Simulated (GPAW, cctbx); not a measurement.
# HPbBr: what bonding does to one electron reflection, worked out

HPbBr, P-3m1 (no. 164), a = 3.9905 Å, b = 3.9905 Å, c = 11.4936 Å, α = 90.00°, β = 90.00°, γ = 120.00°.

```
atom  mult.    x    y       z
 Pb1      2  2/3  1/3  0.3438
 Br1      2  2/3  1/3  0.8320
  H1      2  2/3  1/3  0.5686
```

The start was made by putting kin elements into a known structure type; the compound need not exist, or be stable, in this form.

A DFT run (GPAW, PBE, 550 eV, 6×6×2 k-points (along the axes of the calculation cell), Fermi–Dirac width 0.05 eV) gives the static X-ray structure factor of 001 as 57.770 e for the conventional cell; superposed free atoms give 57.850 e. **Problem.** Find the Fourier component V of the crystal potential and the two-beam extinction distance at 80 kV in both cases, then the holographic phase shift per nanometre.

## Step 1: Geometry

The cell volume is Ω = 158.50 Å³ and d(001) = 11.4936 Å, so g = 1/d = 0.0870 Å⁻¹.

## Step 2: The nuclei

Electrons feel nuclei as well as electrons, so the nuclear charges are summed with the same phases.

Phase sums Σ exp(2πi h·x), turned so that the total is real and positive: Pb +1.112, Br -0.985, H +1.817. Then F_Z = 82 × (+1.112) + 35 × (-0.985) + 1 × (+1.817) = 58.51 e. The electron term has the same sign for this reflection.

## Step 3: Mott–Bethe

Poisson's equation, term by term, gives V = (e/4πε₀)(F_Z − F)/(πΩg²), with e/4πε₀ = 14.3996 V Å.

The prefactor is 14.3996 × 11.4936²/(π × 158.50) = 3.82010 V per electron. Free atoms: (58.51 − 57.850) × 3.82010 = 2.513 V. Crystal: (58.51 − 57.770) × 3.82010 = 2.819 V. F changes by -0.14 % and V by +12.2 %: the same 0.08 e is measured against F_Z − F = 0.7 e in place of F = 57.9 e.

## Step 4: Extinction distance

In the two-beam case ξ = 1/(λU) with U = 2γm₀eV/h², that is ξ = 150.41 V Å²/(γλV).

At 80 kV, λ = 0.04176 Å and γ = 1.1566. Free atoms: ξ = 1239 Å. Crystal: ξ = 1105 Å. The thickness fringes go as sin²(πt/ξ), so the two patterns slip by a quarter of a period when t|1/ξ₁ − 1/ξ₀| = 1/4, at t ≈ 255 nm. Thermal motion, absorption and many-beam coupling, left out here, change a real pattern.

## Step 5: Phase shift

A slab run (normal [001], unrelaxed) gives a mean inner potential of 13.06 V; free atoms give 12.61 V. The phase shift is φ = C_E V₀ t, with C_E = (2π/λE)(E + m₀c²)/(E + 2m₀c²).

C_E = 10.087 × 10⁻³ rad/(V nm). The shift is 0.1318 rad/nm in the crystal and 0.1272 rad/nm for free atoms. A sample 50 nm thick gives φ = 6.59 rad; read with the free-atom value it would seem 51.8 nm thick.

## Step 6: Answer

V(001) is 2.82 V against 2.51 V, and ξ is 1105 against 1239 Å. The phase shift is 0.132 rad/nm, and free atoms would misjudge a thickness by +4 %. Limits: static atoms, two beams.

[Outputs are excerpts: Python notices, other lines and further rows are left out; steps that failed or that the build refused (PBEsol, TPSS) are not shown.]

[Logs are printed without paths, hosts, clocks, repeated set-up lines and the standing remarks that a program may print on its own settings, such as how far it seeks lower states.]
